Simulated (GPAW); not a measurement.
KCaCl3 (Cm), Cl K edge of atom 3, with 1 Ca at 2.70 Å and 1 Ca at 2.71 Å (linear, site symmetry 1). Method: GPAW, LDA, full core hole (charged cell), 10-atom cell with 7.6 Å between holes, 3×3×3 k points, dipole transitions, Gaussian full width 0.9 eV up to 4 eV, rising linearly to 3.5 eV at 25 eV.

```xyz
5
Lattice="3.8229 -3.8243 0.0000 3.8229 3.8243 0.0000 -0.0005 0.0000 5.4065" Properties=species:S:1:pos:R:3 pbc="T T T"
Ca    3.8065    0.0000    2.6233
K     7.6303    0.0000    5.4064
Cl    5.7147   -1.9271    2.6101
Cl    3.8781    0.0000    5.3262
Cl    5.7147    1.9271    2.6101
```

Energy from the lowest empty level; a common scale on which the isotropic spectrum has a mean of 1 over the first 20 eV.

```tsv
E (eV)	curve 1	curve 2
-2.0	0.00	0.00
-1.0	0.00	0.00
0.0	0.01	0.02
1.0	0.40	0.69
2.0	1.20	2.05
3.0	1.31	0.91
4.0	2.43	1.18
5.0	1.53	1.17
6.0	1.14	0.38
7.0	0.72	0.15
8.0	0.45	0.42
9.0	0.65	0.96
10.0	0.84	1.26
11.0	0.68	0.94
12.0	0.63	0.81
13.0	0.89	1.05
14.0	1.33	1.59
15.0	1.44	1.70
16.0	1.27	1.32
17.0	1.01	0.97
18.0	0.83	0.82
19.0	0.85	0.80
20.0	0.96	0.83
21.0	1.00	0.86
22.0	0.94	0.85
23.0	0.96	0.90
24.0	1.09	1.00
25.0	1.30	1.11
26.0	1.48	1.22
27.0	1.48	1.26
28.0	1.27	1.20
29.0	1.05	1.10
30.0	0.93	1.02
```

Q: The curves are for the electric vector along different Cartesian axes of the cell as given, averaged over the symmetry-equivalent atoms. Which is which?

Curve 1: along x (the other in-plane axis gives the same curve within 3 %), main maxima 2.0 eV (1.20), 3.7 eV (2.58) and 14.8 eV (1.44). Curve 2: along z, main maxima 1.9 eV (2.05), 4.5 eV (1.45) and 14.7 eV (1.74). A K edge sees empty p states on the absorber. Each direction probes the empty orbitals that point along it. The crystal has 2 inequivalent Cl sites and not all are shown here, while a measurement adds them all. The mesh is coarse (0.34 Å⁻¹ between points), so small maxima may be mesh ripples.

[Banner, clock and machine lines of the logs are left out without a mark of their own.]

[Logs are printed without paths, hosts, clocks, repeated set-up lines and the standing remarks that a program may print on its own settings, such as how far it seeks lower states.]

[Hosts, paths, dates, database ids (printed as entryN), source tags and the programs' standing remarks are cut or masked in the printed files.]

[Lists of maxima count a maximum above −3 eV only where it reaches 4 % of the highest in the window and stands out from its surroundings by 2 % of it (1.5 % where it reaches 55 %); shoulders and weaker maxima are passed over, and of the rest the first, up to two pre-edge ones and the few strongest are named.]
